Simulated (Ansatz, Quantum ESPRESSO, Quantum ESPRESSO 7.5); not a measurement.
**antimonene, 1 layer: biaxial strain by an ASE script**

How do the band edges of antimonene, 1 layer move against the vacuum when the sheet is stretched?

Method: plane-wave DFT, PBE, GBRV ultrasoft pseudopotentials (geometry by Ansatz 0.2.0 with PAW datasets; geometry under PBE), in Quantum ESPRESSO 7.5.

**1. Starting point**

The cell holds 2 atoms: 2 Sb. Cell: a = 4.120 Å, b = 4.120 Å, c = 16.650 Å, α = 90.0°, β = 90.0°, γ = 120.0°. It derives from Sb. Vacuum lies along c.

**2. Geometry from Ansatz**

A relaxation in Ansatz fixes the structure of this slab for the runs on it.

input.yaml reads:

```yaml
crystal:
  lattice:
    - [4.12, 0.0, 0.0]
    - [-2.06, 3.5680246636, 0.0]
    - [0.0, 0.0, 16.65]
  atoms:
    - { symbol: Sb, position: [0.6666666667, 0.3333333333, 0.4504504505] }
    - { symbol: Sb, position: [0.3333333333, 0.6666666667, 0.5495495495] }
kpoints:
  mp_grid: { grid: [12, 12, 1] }
hamiltonian:
  xc: pbe
scf:
  occupations: { method: fermi_dirac, width: 0.05 }
  convergence: { dr2_threshold: 1.0e-08 }
efield:
  axis: 3
  dipole_correction: true
  ramp_position: 0.97
  ramp_width: 0.04
relax:
  f_tol: 0.01
  cell: { fix: [c, alpha, beta] }
output:
  write_potential: true
  write_density: true
  volumetric_format: npy
```

Command:

```
ansatz run input.yaml --threads 2 --pin off --max-ram 4096MiB --backend cpu --events-out ev --progress --plain --runs-dir out
```

Numbers of over 12 decimals in the logs are rounded to 6 here.

What it wrote:

```text
Warning: relax.cell: scf.convergence.dr2_threshold = 1e-8 eV is looser than the 2e-10 eV advised for a relaxation that steers and ends on the stress (1e-10 eV for each atom of the cell: 2). What an SCF threshold leaves in a stress goes as its square root, and in the free energy as the threshold itself, and one threshold admits the most on a small cell: [figures from the program's tests cut] Set scf.convergence.dr2_threshold to 2e-10 eV or tighter. The threshold is an SCF's pass mark: one that does not reach it within its budget of iterations ends unconverged, or closes short of it on a stop that the run arms, and scf.convergence.dr2_threshold's page says what that costs each kind of run
Engine: ansatz 0.2.0, aarch64-unknown-linux-gnu
Pseudopotentials: kind: paw
Pseudopotential: Sb, paw, valence charge 15, recommended cutoff 420 eV (normal), Sb.paw.azcp
Functional definition: PBE
  parameter kappa = 0.804
  parameter beta = 0.066725
  exchange = pbe_x(kappa = kappa, mu = beta*pi^2/3)
  correlation = pbe_c(beta = beta)
Crystal: 2 atoms, lattice volume = 244.759 Å³
Basis set: ecut = 420 eV, 4699 PW (Γ), exchange–correlation on 60×60×240 points (8 copies of the dense FFT grid, shifted against one another)
Bands: 19, of which v1, the nominal top of the filled ones, is band 15 counted from 1 (14 counted from 0)
Symmetry: 6 space group operations
k-points: 19 of 144 (time reversal used)
Non-local potential: Sb, projectors of the file, l = 0: 2, l = 1: 2, l = 2: 2, l = 3: 2
PAW form: soft (Blöchl's): semilocal exchange-correlation on the pseudo side does not see the compensation charge
PAW one-centre angular grid: Sb, 590 points (default); XC on 64 Gauss nodes
Initial density: superposition of atomic densities (neutral atoms: chi_scale 0, normalization atom), corrected by the library's trained network
Initial wavefunctions: pseudopotential atomic-orbital guess
Functional: x = pbe(κ = 0.804, μ = 0.219515), c = pbe(β = 0.066725)
SCF iter   1: F=—  HF=-12968.821184 eV  |F-HF|=—  |Δ(HF+E_count)|=         —  Δρ=8.63e-4  dr2=3.29e-3  ethr=1.77e-3  p=0.000 e·Å  D=2.68e-4 V/Å  ΔV_dip=-0.00 eV  dr2_dipole=3.18e-7  V_vac-E_F(+/−)=4.31/4.32 eV  ⟨swp⟩=7.4  Hψ=2105  notcnv=0
efield: sawtooth ramp at fractional position 0.9700 (set: `efield.ramp_position`, or a place that a band, a saddle search or an elastic batch's reference lends), width 0.0400; the density the first Hamiltonian is built on has a dipole p = 0.000 e·Å; the dipole correction subtracts the counter field D = 2.68e-4 V/Å, which shifts the + side's vacuum level by -0.00 eV against the − side's; the planar-averaged density in the ramp window peaks in size at 3.7e-5 e/Å³
preconditioner: auto → Resta (q_TF=auto, 1.923 Å⁻¹)  ε∞=1.9  [insulator: Δε(μ)=1.279 eV  Ē_g=7.828 eV  σ=0.050 eV  W_gap=1.00  n_scr=40 (ndim 8)  ℏωp=7.5 eV  f_vac=0.662  D(μ)=0.00/eV (n_scr^D=0)  ε∞_Penn≈1.9  vacuum switching on, ρ_ref=4.4e-3 e/Å³]
SCF iter   2: F=—  HF=-12968.821332 eV  |F-HF|=—  |Δ(HF+E_count)|=   1.47e-4  Δρ=5.37e-4  dr2=1.23e-3  ethr=1.10e-5  p=0.000 e·Å  D=2.06e-5 V/Å  ΔV_dip=-0.00 eV  dr2_dipole=2.10e-7  V_vac-E_F(+/−)=4.24/4.24 eV  ⟨swp⟩=2.2  Hψ=872  notcnv=0
SCF iter   3: F=—  HF=-12968.822056 eV  |F-HF|=—  |Δ(HF+E_count)|=   7.25e-4  Δρ=2.57e-4  dr2=1.43e-4  ethr=4.10e-6  p=0.000 e·Å  D=3.23e-4 V/Å  ΔV_dip=-0.01 eV  dr2_dipole=6.28e-6  V_vac-E_F(+/−)=4.19/4.19 eV  ⟨swp⟩=2.5  Hψ=716  notcnv=0
SCF iter   4: F=—  HF=-12968.822079 eV  |F-HF|=—  |Δ(HF+E_count)|=   2.25e-5  Δρ=1.03e-4  dr2=9.46e-5  ethr=4.77e-7  p=-0.001 e·Å  D=-5.83e-4 V/Å  ΔV_dip=0.01 eV  dr2_dipole=2.17e-5  V_vac-E_F(+/−)=4.19/4.18 eV  ⟨swp⟩=2.1  Hψ=715  notcnv=0
SCF iter   5: F=—  HF=-12968.822082 eV  |F-HF|=—  |Δ(HF+E_count)|=   3.08e-6  Δρ=7.68e-5  dr2=8.84e-5  ethr=3.15e-7  p=0.001 e·Å  D=5.95e-4 V/Å  ΔV_dip=-0.01 eV  dr2_dipole=2.27e-5  V_vac-E_F(+/−)=4.18/4.19 eV  ⟨swp⟩=2.0  Hψ=399  notcnv=0
SCF iter   6: F=—  HF=-12968.822076 eV  |F-HF|=—  |Δ(HF+E_count)|=   5.69e-6  Δρ=3.14e-5  dr2=1.36e-5  ethr=2.95e-7  p=0.000 e·Å  D=2.33e-4 V/Å  ΔV_dip=-0.00 eV  dr2_dipole=3.39e-6  V_vac-E_F(+/−)=4.18/4.19 eV  ⟨swp⟩=1.2  Hψ=364  notcnv=0
SCF iter   7: F=—  HF=-12968.822078 eV  |F-HF|=—  |Δ(HF+E_count)|=   1.41e-6  Δρ=6.48e-6  dr2=6.90e-7  ethr=4.53e-8  p=0.000 e·Å  D=4.63e-5 V/Å  ΔV_dip=-0.00 eV  dr2_dipole=1.66e-7  V_vac-E_F(+/−)=4.18/4.18 eV  ⟨swp⟩=1.5  Hψ=378  notcnv=0
SCF iter   8: F=—  HF=-12968.822088 eV  |F-HF|=—  |Δ(HF+E_count)|=   1.01e-5  Δρ=1.02e-6  dr2=6.17e-9  ethr=3.33e-11  p=0.000 e·Å  D=5.38e-6 V/Å  ΔV_dip=-0.00 eV  dr2_dipole=1.22e-9  V_vac-E_F(+/−)=4.18/4.18 eV  ⟨swp⟩=8.3  Hψ=2462  notcnv=0
SCF iter   9: F=-12968.822088 eV  HF=-12968.822088 eV  |F-HF|=2.51e-10  |Δ(HF+E_count)|=   3.27e-9  Δρ=2.93e-7  dr2=4.35e-10  ethr=2.06e-11  p=0.000 e·Å  D=1.33e-6 V/Å  ΔV_dip=-0.00 eV  dr2_dipole=6.75e-11  V_vac-E_F(+/−)=4.18/4.18 eV  ⟨swp⟩=6.4  Hψ=1946  notcnv=0
SCF 1 converged in 9 iterations: F = -12968.822088 eV  dr2 = 4.35e-10
  greatest PAW one-centre occupation: 0.996 electrons in one spin orbital (limit 2), on the Sb atom at site 0 (counted from 0), in its partial waves of l = 2
relax step   1: F+E_penalty+E_count = -12968.82208777 eV  Δ(F+E_penalty+E_count) = +0.000e0 eV  max|allowed force component| = 1.324e-1 eV/Å  Δτ_max = 0.0000 Å  P = -0.083 GPa  Ω = 244.759 Å³  fix = [c, alpha, beta]  reactions: c -0.143 GPa  (9 SCF iters, accepted)
Crystal: 2 atoms, lattice volume = 245.715 Å³
Basis set: ecut = 420 eV, 4747 PW (Γ), exchange–correlation on 60×60×240 points (8 copies of the dense FFT grid, shifted against one another)
Initial density: handed on by an earlier stage of this run
Initial wavefunctions: those handed on with the density
iter 1 solved again at ethr=8.81e-6 eV; its pass at ethr=3.10e-3 eV (dr2=2.64e-3 eV) is discarded
SCF iter   1: F=—  HF=-12968.819104 eV  |F-HF|=—  |Δ(HF+E_count)|=         —  Δρ=7.33e-4  dr2=2.60e-3  ethr=8.81e-6  p=0.000 e·Å  D=1.35e-6 V/Å  ΔV_dip=-0.00 eV  dr2_dipole=6.11e-11  V_vac-E_F(+/−)=4.24/4.24 eV  ⟨swp⟩=2.2  Hψ=2209  notcnv=0
efield: sawtooth ramp at fractional position 0.9700 (set: `efield.ramp_position`, or a place that a band, a saddle search or an elastic batch's reference lends), width 0.0400; the density the first Hamiltonian is built on has a dipole p = 0.000 e·Å; the dipole correction subtracts the counter field D = 1.35e-6 V/Å, which shifts the + side's vacuum level by -0.00 eV against the − side's; the planar-averaged density in the ramp window peaks in size at 2.9e-7 e/Å³
[...]
SCF iter   2: F=—  HF=-12968.823119 eV  |F-HF|=—  |Δ(HF+E_count)|=   3.83e-4  Δρ=2.72e-4  dr2=1.62e-4  ethr=4.13e-6  p=0.000 e·Å  D=8.57e-6 V/Å  ΔV_dip=-0.00 eV  dr2_dipole=3.86e-9  V_vac-E_F(+/−)=4.23/4.23 eV  ⟨swp⟩=2.9  Hψ=635  notcnv=0
SCF iter   3: F=—  HF=-12968.823075 eV  |F-HF|=—  |Δ(HF+E_count)|=   4.35e-5  Δρ=6.71e-5  dr2=1.07e-5  ethr=5.39e-7  p=-0.000 e·Å  D=-2.80e-5 V/Å  ΔV_dip=0.00 eV  dr2_dipole=5.17e-8  V_vac-E_F(+/−)=4.22/4.22 eV  ⟨swp⟩=2.0  Hψ=427  notcnv=0
SCF iter   4: F=—  HF=-12968.823075 eV  |F-HF|=—  |Δ(HF+E_count)|=   5.41e-7  Δρ=1.45e-5  dr2=2.52e-6  ethr=3.56e-8  p=0.000 e·Å  D=9.89e-5 V/Å  ΔV_dip=-0.00 eV  dr2_dipole=6.04e-7  V_vac-E_F(+/−)=4.22/4.22 eV  ⟨swp⟩=2.0  Hψ=456  notcnv=0
SCF iter   5: F=—  HF=-12968.823085 eV  |F-HF|=—  |Δ(HF+E_count)|=   1.08e-5  Δρ=1.42e-5  dr2=4.42e-6  ethr=8.41e-9  p=-0.000 e·Å  D=-1.38e-4 V/Å  ΔV_dip=0.00 eV  dr2_dipole=1.20e-6  V_vac-E_F(+/−)=4.22/4.22 eV  ⟨swp⟩=2.0  Hψ=415  notcnv=0
SCF iter   6: F=—  HF=-12968.823085 eV  |F-HF|=—  |Δ(HF+E_count)|=   5.33e-7  Δρ=2.67e-6  dr2=1.51e-8  ethr=8.41e-9  p=0.000 e·Å  D=1.95e-6 V/Å  ΔV_dip=-0.00 eV  dr2_dipole=7.86e-11  V_vac-E_F(+/−)=4.22/4.22 eV  ⟨swp⟩=1.8  Hψ=389  notcnv=0
SCF iter   7: F=-12968.823085 eV  HF=-12968.823085 eV  |F-HF|=2.60e-10  |Δ(HF+E_count)|=   1.08e-8  Δρ=3.93e-7  dr2=2.75e-10  ethr=3.33e-11  p=0.000 e·Å  D=2.25e-6 V/Å  ΔV_dip=-0.00 eV  dr2_dipole=6.34e-12  V_vac-E_F(+/−)=4.22/4.22 eV  ⟨swp⟩=9.3  Hψ=2139  notcnv=0
SCF 3 converged in 7 iterations: F = -12968.823085 eV  dr2 = 2.75e-10
relax step   3: F+E_penalty+E_count = -12968.82308495 eV  Δ(F+E_penalty+E_count) = -9.972e-4 eV  max|allowed force component| = 1.711e-3 eV/Å  Δτ_max = 0.0079 Å  P = -0.003 GPa  Ω = 245.044 Å³  energy of the carried Pulay correction = -1.407e-5 eV  fix = [c, alpha, beta]  reactions: c -0.002 GPa  (7 SCF iters, accepted)
Initial wavefunctions: pseudopotential atomic-orbital guess (no wavefunctions were taken with the density)
iter 1 solved again at ethr=1.05e-6 eV; its pass at ethr=3.10e-3 eV (dr2=3.14e-4 eV) is discarded
SCF iter   1: F=—  HF=-12968.823088 eV  |F-HF|=—  |Δ(HF+E_count)|=         —  Δρ=1.71e-6  dr2=2.72e-9  ethr=1.05e-6  p=0.000 e·Å  D=2.25e-6 V/Å  ΔV_dip=-0.00 eV  dr2_dipole=4.67e-12  V_vac-E_F(+/−)=4.22/4.22 eV  ⟨swp⟩=3.1  Hψ=3015  notcnv=0
efield: sawtooth ramp at fractional position 0.9700 (set: `efield.ramp_position`, or a place that a band, a saddle search or an elastic batch's reference lends), width 0.0400; the density the first Hamiltonian is built on has a dipole p = 0.000 e·Å; the dipole correction subtracts the counter field D = 2.25e-6 V/Å, which shifts the + side's vacuum level by -0.00 eV against the − side's; the planar-averaged density in the ramp window peaks in size at 2.7e-7 e/Å³
eigensolver tolerance schedule: the retry pair's looser diagonalisation over-reported the residual by 115195.16 of it (diagonalisation noise at an unbounded share of the residual, at the tolerance the schedule requests for it); recorded, not acted on — ethr = c·dr2/N_el stays at c = 1.0e-1
preconditioner: auto → Resta (q_TF=auto, 1.923 Å⁻¹)  ε∞=1.9  [insulator: Δε(μ)=1.310 eV  Ē_g=7.862 eV  σ=0.050 eV  W_gap=1.00  n_scr=40 (ndim 8)  ℏωp=7.5 eV  f_vac=0.661  D(μ)=0.00/eV (n_scr^D=0)  ε∞_Penn≈1.9  vacuum switching on, ρ_ref=4.5e-3 e/Å³]
SCF iter   2: F=—  HF=-12968.823099 eV  |F-HF|=—  |Δ(HF+E_count)|=   1.07e-5  Δρ=8.69e-7  dr2=1.27e-9  ethr=9.07e-12  p=0.000 e·Å  D=1.41e-6 V/Å  ΔV_dip=-0.00 eV  dr2_dipole=5.06e-16  V_vac-E_F(+/−)=4.22/4.22 eV  ⟨swp⟩=15.1  Hψ=3229  notcnv=0
SCF iter   3: F=-12968.823099 eV  HF=-12968.823099 eV  |F-HF|=2.19e-8  |Δ(HF+E_count)|=   8.90e-9  Δρ=5.01e-7  dr2=4.13e-10  ethr=4.22e-12  p=0.000 e·Å  D=1.45e-6 V/Å  ΔV_dip=-0.00 eV  dr2_dipole=9.32e-13  V_vac-E_F(+/−)=4.22/4.22 eV  ⟨swp⟩=5.0  Hψ=2014  notcnv=0
SCF 4 converged in 3 iterations: F = -12968.823099 eV  dr2 = 4.13e-10
relax step   4: F+E_penalty+E_count = -12968.82309901 eV  Δ(F+E_penalty+E_count) = -1.406e-5 eV  max|allowed force component| = 1.716e-3 eV/Å  Δτ_max = 0.0000 Å  P = -0.003 GPa  Ω = 245.044 Å³  fix = [c, alpha, beta]  reactions: c -0.002 GPa  stress off target by 3.27e-3 GPa on what of the cell is left free  SCF on the basis re-selected at this cell (its energy is not comparable with the rows above)  (3 SCF iters)
basis re-selected at this cell: Δ(F+E_penalty+E_count) = -1.406e-5 eV, ΔP = -0.000 GPa vs the last step (what re-selecting the basis moved, of the pressure what is left beyond the Pulay correction that the steps carried, after the strain that the cell walked since its last selection, with what the two solves' SCF thresholds leave and, on support functions, any second-order correction that the steps lacked; it is no m [...]
WARN: The output density's exchange-correlation potential varies sharply where the density is thin. Do not read a vacuum level from v_tot or v_xc, or from such a field of the output density. On a cell that repeats whose density bears no net charge and no dipole along the vacuum's axis use v_es (v_loc + v_h of the components); under efield.dipole_correction with no amplitude use v_es + v_field, which holds any externa [...]
SCF converged after 3 iterations
Free energy (F): -12968.823099 eV
Harris-Foulkes:  -12968.823099 eV  (|F-HF|=2.19e-8)
Internal energy: -12968.823099 eV  (E = F + TS)
E sigma→0 (E₀):  -12968.823099 eV
Entropy (-TS):   -0.000000 eV (-0.000 meV/atom)
Fermi energy:    -0.715666 eV
Dipole field:    D = 0.000000 V/Å  (p = 0.000000 e·Å, saw-weighted, corrected)
Work function:   Φ+ = 4.2199 eV   Φ− = 4.2199 eV
Levels:          The Fermi level and band energies are counted from a zero that moves with the ramp; work functions are not
--- Per-component energies (eV) ---
  E_band       = -652.794197
  E_kinetic    = 412.471915
  E_local      = -13164.854945  (includes V_loc(G=0)·N_el)
  E_nonlocal   = 724.193440
  E_hartree    = 6277.356124
  E_xc         = -275.697475
  E_vxc        = -190.741549  (∫ρ·V_xc dr)
  E_paw        = -9150.495746  (= ΣΔE_a)
  E_vpaw       = -988.573905  (= ΣTr[D̂ρ^β])
  E_aug_tail   = -0.000003  (compensation charges beyond the density's cutoff)
  E_efield     = 0.000000  (sawtooth field / dipole correction)
  E_vefield    = -0.000001  (∫n·V_field dr)
  E_ewald      = 2208.203592
  E_smearing   = -0.000000  (= −TS)
  E_closure    = 0.000000  (closes the sum)
  Σ components = -12968.823099   (vs F -12968.823099, Δ=0.00e0)
--- Forces (eV/Å), atoms counted from 1 ---
  atom   1  Sb     0.00000000     0.00000000     0.00171655
  atom   2  Sb     0.00000000    -0.00000000    -0.00171628
  max |Σ_I F_I| component: 2.71e-7 eV/Å
--- Stress (GPa, compression-positive) ---
       -0.003273      -0.000000       0.000000
       -0.000000      -0.003273       0.000000
        0.000000       0.000000      -0.001914
  P = ⅓ Tr σ = -0.0028 GPa (-0.028 kbar)
--- Band table (eV; the first three rows and the last of 19) ---
  k-point 0: bands = [... 11 lower, -7.6319, -1.9149, -1.3394, -1.3394, 0.2459, 1.4539, 1.4539, 3.0361]
  k-point 1: bands = [... 11 lower, -7.6300, -2.0540, -1.8843, -1.5072, 0.7395, 1.3622, 1.6167, 3.1353]
  k-point 2: bands = [... 11 lower, -7.6580, -3.1087, -1.8807, -1.8267, 0.4515, 1.9342, 1.9503, 3.3563]
  k-point 18: bands = [... 11 lower, -9.7888, -4.8210, -3.1164, -3.1164, 0.1984, 2.2693, 2.2693, 5.3077]
--- Relaxed structure (3 steps of the walk, 2 accepted, 1 SCFs on fresh bases) ---
  F+E_penalty+E_count = -12968.82309901 eV   max|allowed force component| = 1.716e-3 eV/Å   (the final SCF, on the basis selected at the relaxed cell)
  cell:  # Å, volume = 245.0442 Å³
    - [4.122396, 0, 0]
    - [-2.061198, 3.570100, 0]
    - [0, 0, 16.65]
  atoms:
    - { symbol: Sb, position: [0.666667, 0.333333, 0.450925] }
    - { symbol: Sb, position: [0.333333, 0.666667, 0.549075] }
```

Wall time 15 s (2 threads of Arm Neoverse V1, shared host); peak memory 0.44 GiB.

Relaxation path:

| step | energy less that of the first step (eV) | largest force component (eV/Å) | pressure (GPa) | volume (Å³) |
| --- | --- | --- | --- | --- |
| 1 | 0.0000 | 0.1324 | -0.08 | 244.76 |
| 2 | 0.0039 | 0.2917 | 0.18 | 245.72 |
| 3 | -0.0010 | 0.0017 | 0.00 | 245.04 |
| 4* | -0.0010 | 0.0017 | 0.00 | 245.04 |

Relaxation steps marked * repeat the geometry before them on a plane-wave basis chosen anew for their cell, so energy and pressure can jump there. Relaxation step 2 was tried and not accepted.

Forces are held to the 6 operations that the run works with; a distortion that breaks them can't arise in this run.

| cell as run | before | after | change |
| --- | --- | --- | --- |
| a (Å) | 4.120 | 4.122 | +0.1 % |
| b (Å) | 4.120 | 4.122 | +0.1 % |

Final coordinates:

```
Sb
1.0
     4.12240    0.00000    0.00000
    -2.06120    3.57010    0.00000
     0.00000    0.00000   16.65000
Sb
2
Direct
  0.66667 0.33333 0.45092
  0.33333 0.66667 0.54908
```

Read from the output:

| Quantity | Value |
| --- | --- |
| free energy | -12968.8231 eV |
| Fermi energy | -0.7157 eV |
| gap by band count | 1.310 eV |
| symmetry operations | 6 |
| dipole along the normal | 3.73e-7 e·Å |
| vacuum level at the upper face over a Fermi level inside the gap | 4.220 eV |
| vacuum level at the lower face over a Fermi level inside the gap | 4.220 eV |

[end of part 1 of 2]

[Logs are printed without paths, hosts, clocks, repeated set-up lines and the standing remarks that a program may print on its own settings, such as how far it seeks lower states.]

[Hosts, paths, dates, database ids (printed as entryN), source tags and the programs' standing remarks are cut or masked in the printed files.]

[Maps of the electrostatic potential energy from Ansatz leave out the sawtooth potential of an applied field or a dipole correction, so their vacuum need not be flat; planar profiles and work functions include it.]
